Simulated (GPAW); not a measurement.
# ScGaS3 (model structure): optical spectrum from first principles, part 2 of 2

Aim: the dielectric function of ScGaS3 (model structure), and the optical constants that follow from it. The cell was made here by substitution or stacking, whether or not such a phase is known. It was built so: All La replaced by Sc and O replaced by S in the Pm-3m structure of LaGaO3. The cell given below was relaxed beforehand with Ansatz.

GPAW 26.7.0; DFT, RPBE, plane-wave PAW (GPAW data sets), scalar-relativistic, RPA, optical limit.

So far. Step 2 (Ground state): There are states at the Fermi level within the smearing, so the occupations stay smeared and the carriers get a Drude term.

### 4. Dielectric function, RPA

Transitions between filled and empty bands, summed over the zone, give the optical response, so mesh, band count and broadening shape it.

The induced potential is part of this response.

This step: DFT, RPBE, plane-wave PAW (GPAW data sets), scalar-relativistic, RPA, optical limit (GPAW 26.7.0).

File df.py:

```python
from gpaw.response.df import DielectricFunction

df = DielectricFunction('full.gpw', frequencies={'type': 'nonlinear', 'domega0': 0.03, 'omega2': 8},
                        ecut=50,
                        eta=0.1,
                        nbands=40,
                        rate=0.05,
                        txt='df.txt')
for direction in ['x']:
    df.get_dielectric_function(xc='RPA', direction=direction, filename=f'df_{direction}.csv')
```

Command:

```console
> OMP_NUM_THREADS=1 python df.py
```

The program printed:

```text
Using integrator: PointIntegrator
NonLinearFrequencyDescriptor(from 0.000 to 67.765 eV, 502 points)
Nonperiodic BCs:  [False False False]
Using integrator: PointIntegrator
NonLinearFrequencyDescriptor(from 0.000 to 67.765 eV, 502 points)
Nonperiodic BCs:  [False False False]
Using integrator: PointIntegrator

Calculating chi0 body with:
    Ground state adapter containing:
    Number of spins: 1
    Number of kpoints: 512
    Number of irreducible kpoints: 35
    Number of completely occupied states: 11
    Number of partially occupied states: 22

    Linear response parametrization:
    q_c: [0.0, 0.0, 0.0]
    Number of frequency points: 502
    Planewave cutoff: 50.0
    Number of bands: 40
    Number of planewaves: 81
    Broadening (eta): 0.1

Integrating chi0 body.

Symmetries of q_c:
    Direct symmetries (Uq -> q): 48
    Indirect symmetries (TUq -> q): 0
In total 48 allowed symmetries.

35 groups of equivalent kpoints. 93.1640625% reduction.

Integral kind: spectral function

Calculating chi0 optical extensions with:
    Ground state adapter containing:
    Number of spins: 1
    Number of kpoints: 512
    Number of irreducible kpoints: 35
    Number of completely occupied states: 11
    Number of partially occupied states: 22

    Linear response parametrization:
    Number of frequency points: 502
    Planewave cutoff: 50.0
    Number of bands: 40
    Number of planewaves: 81
    Broadening (eta): 0.1
Integrating chi0 head and wings.

Symmetries of q_c:
    Direct symmetries (Uq -> q): 48
    Indirect symmetries (TUq -> q): 0
In total 48 allowed symmetries.

35 groups of equivalent kpoints. 93.1640625% reduction.

Integral kind: spectral function wings

Calculating drude chi0 with:
    Number of frequency points:502
    Plasma frequency decay rate: 0.05 eV

    Ground state adapter containing:
    Number of spins: 1
    Number of kpoints: 512
    Number of irreducible kpoints: 35
    Number of completely occupied states: 11
    Number of partially occupied states: 22

Symmetries of q_c:
    Direct symmetries (Uq -> q): 48
    Indirect symmetries (TUq -> q): 0
In total 48 allowed symmetries.

35 groups of equivalent kpoints. 93.1640625% reduction.

Integral kind: intraband
Plasma frequency:
[[3.04-0.j 0.  -0.j 0.  +0.j]
 [0.  +0.j 3.04-0.j 0.  +0.j]
 [0.  +0.j 0.  +0.j 3.04-0.j]]
```

Elapsed: 26 s, on 1 thread of Arm Neoverse V1, shared host; peak memory 0.43 GiB.

The Im ε, E ∥ x has structure finer than the step of the table below, so its rows give means over 0.5 eV, whole bins alone (the curve runs from 0.305 to 15.4 eV). Peaks (eV: height): 1.01: 15.1, 1.66: 14.7, 4.84: 8.63, 8.15: 5.10.

Sum at mesh points, not converged in k. Im ε, E ∥ x against photon energy; means over each step:

photon energy (eV), Im ε, E ∥ x and a bar:
```
      1.0       12.8 ############################
      1.5       13.6 ##############################
      2.0       10.8 #######################
      2.5        6.8 ##############
      3.0        5.2 ##########
      3.5        4.9 #########
      4.0        5.9 ############
      4.5        5.8 ###########
      5.0        6.8 ##############
      5.5        5.2 ##########
      6.0        4.3 ########
      6.5        4.6 #########
      7.0        4.0 #######
      7.5        4.3 ########
      8.0        4.9 ##########
      8.5        4.2 ########
      9.0        3.3 ######
      9.5        3.0 #####
     10.0        2.5 ####
     10.5        2.1 ###
     11.0        2.0 ###
     11.5        1.6 ##
     12.0        1.2 #
     12.5        1.1 #
     13.0        1.2 #
     13.5        1.0 
     14.0        1.0 
     14.5        0.9 
     15.0        0.9
```

Values under 1 per cm are given as 1; sum at mesh points, not converged in k. Absorption coefficient, E ∥ x against photon energy:

```
photon energy (eV)  absorption coefficient, E ∥ x (1/cm)
             0.492                                 2.6e5
             1.010                                 2.3e5
             1.486                                 3.2e5
             1.985                                 4.6e5
             2.508                                 4.3e5
             3.018                                 3.6e5
             3.510                                 3.8e5
             3.980                                 6.0e5
             4.516                                 5.5e5
             4.981                                 9.3e5
             5.515                                 9.0e5
             6.021                                 8.0e5
             6.494                                 9.6e5
             6.985                                 1.1e6
             7.496                                 9.6e5
             8.026                                 1.2e6
             8.516                                 1.5e6
             9.023                                 1.2e6
             9.483                                 1.4e6
            10.026                                 1.4e6
            10.519                                 1.3e6
            11.029                                 1.4e6
            11.479                                 1.4e6
            12.023                                 1.3e6
            12.504                                 1.1e6
            13.000                                 1.1e6
            13.512                                 1.1e6
            14.040                                 1.0e6
            14.493                                 1.0e6
            14.960                                 1.0e6
```

The reflectivity at normal incidence, E ∥ x has structure finer than the step of the table below, so its rows give means over 0.5 eV, whole bins alone (the curve runs from 0.305 to 15.4 eV). Peaks (eV: height): 1.77: 46.2, 4.02: 29.5, 4.89: 37.1, 8.52: 38.2, 9.48: 36.3, 9.96: 35.4, 12.02: 37.2.

Sum at mesh points, not converged in k. The reflectivity at normal incidence, E ∥ x by photon energy; means over each step:

```
photon energy (eV)  reflectivity at normal incidence, E ∥ x (%)
               1.0                                         41.0
               1.5                                         43.0
               2.0                                         42.9
               2.5                                         34.1
               3.0                                         25.9
               3.5                                         23.6
               4.0                                         27.4
               4.5                                         26.2
               5.0                                         33.5
               5.5                                         29.9
               6.0                                         25.3
               6.5                                         26.4
               7.0                                         25.5
               7.5                                         23.9
               8.0                                         29.9
               8.5                                         36.1
               9.0                                         31.2
               9.5                                         34.3
              10.0                                         34.2
              10.5                                         32.1
              11.0                                         32.1
              11.5                                         35.3
              12.0                                         33.8
              12.5                                         27.1
              13.0                                         23.0
              13.5                                         24.9
              14.0                                         20.2
              14.5                                         20.5
              15.0                                         17.7
```

The Im ε, E ∥ x has structure finer than the step of the table below, so its rows give means over 0.5 eV, whole bins alone (the curve runs from 0.305 to 15.4 eV). Peaks (eV: height): without local fields 1.66: 16.5, 4.79: 10.3, 8.09: 7.02; with local fields 1.01: 15.1, 1.66: 14.7, 4.84: 8.63, 8.15: 5.10.

Sum at mesh points, not converged in k. The Im ε, E ∥ x by photon energy; means over each step:

```
photon energy (eV)  without local fields  with local fields
               1.0                  13.4               12.8
               1.5                  15.2               13.6
               2.0                  11.9               10.8
               2.5                  7.42               6.79
               3.0                  5.69               5.17
               3.5                  5.65               4.92
               4.0                  7.21               5.93
               4.5                  7.26               5.77
               5.0                  8.10               6.80
               5.5                  6.27               5.24
               6.0                  5.33               4.32
               6.5                  5.61               4.57
               7.0                  4.72               3.98
               7.5                  6.02               4.30
               8.0                  6.80               4.95
               8.5                  4.79               4.18
               9.0                  4.00               3.25
               9.5                  3.43               3.00
              10.0                  2.56               2.54
              10.5                  2.19               2.08
              11.0                  1.99               2.03
              11.5                  1.60               1.59
              12.0                  1.46               1.25
              12.5                  1.45               1.12
              13.0                  1.41               1.16
              13.5                  1.00               1.05
              14.0                 0.938               1.01
              14.5                 0.784              0.905
              15.0                 0.591              0.903
```

The loss function −Im 1/ε at q → 0, E ∥ x has structure finer than the step of the table below, so its rows give means over 0.5 eV, whole bins alone (the curve runs from 0.305 to 15.4 eV). Peaks (eV: height): 13.86: 1.09, 14.49: 1.18.

Sum at mesh points, not converged in k. The loss function −Im 1/ε at q → 0, E ∥ x by energy loss; means over each step:

energy loss (eV), loss function −Im 1/ε at q → 0, E ∥ x and a bar:
```
      1.0       0.07 
      1.5       0.07 
      2.0       0.09 #
      2.5       0.15 ##
      3.0       0.17 ###
      3.5       0.14 ##
      4.0       0.14 ##
      4.5       0.13 ##
      5.0       0.15 ##
      5.5       0.19 ####
      6.0       0.22 #####
      6.5       0.21 ####
      7.0       0.25 #####
      7.5       0.22 ####
      8.0       0.20 ####
      8.5       0.22 #####
      9.0       0.29 #######
      9.5       0.30 #######
     10.0       0.34 ########
     10.5       0.41 ##########
     11.0       0.42 ##########
     11.5       0.47 ############
     12.0       0.61 ################
     12.5       0.79 #####################
     13.0       0.82 ######################
     13.5       0.89 ########################
     14.0       0.98 ##########################
     14.5       1.08 #############################
     15.0       1.11 ##############################
```

Optical constants at common wavelengths, from n + ik = √ε:

```
wavelength (nm)     n      k  R (%)    1/α
           1064  3.21  2.194   43.0  39 nm
            800  3.11  2.186   42.6  29 nm
            633  2.42  2.283   42.8  22 nm
            450  1.91  1.593   30.6  22 nm
            405  1.98  1.157   22.5  28 nm
            365  1.96  1.120   21.8  26 nm
            193  1.71  1.429   27.1  11 nm
```

In reflection the computed colour is faintly yellow: x = 0.342, y = 0.361, luminous reflectivity 39 %.

### 5. Outcome

In words: At this level (RPBE, RPA) ScGaS3 is a metal. The mesh is too coarse to trust the carriers' weight, the reflectivity or the colour to better than tens of per cent. In reflection the computed colour is faintly yellow: x = 0.342, y = 0.361, luminous reflectivity 39 %. The carriers' damping of 0.05 eV is typed, not computed; it shapes the response at the lowest energies. The curves end at 15 eV, about where the summed bands run out. In this version of GPAW the matrix elements of the optical limit are incomplete, which can lower ε − 1 by up to a tenth where first-row anions or d states rule, and shift it by more in d metals. GPAW's carrier term has the form −ωp²/(ω + i·rate)², which damps like twice the rate and fails at low energy, so the curves leave the lowest energies out. The sum runs over mesh points 0.17 Å⁻¹ apart with no interpolation, so peaks are partly noise of the mesh, and the Drude plasma energy, a sum over the Fermi surface, isn't converged.

[Machine, clock and banner lines and Python warnings are left out of the logs.]

[Logs are printed without paths, hosts, clocks, repeated set-up lines and the standing remarks that a program may print on its own settings, such as how far it seeks lower states.]

[Hosts, paths, dates, database ids (printed as entryN), source tags and the programs' standing remarks are cut or masked in the printed files.]
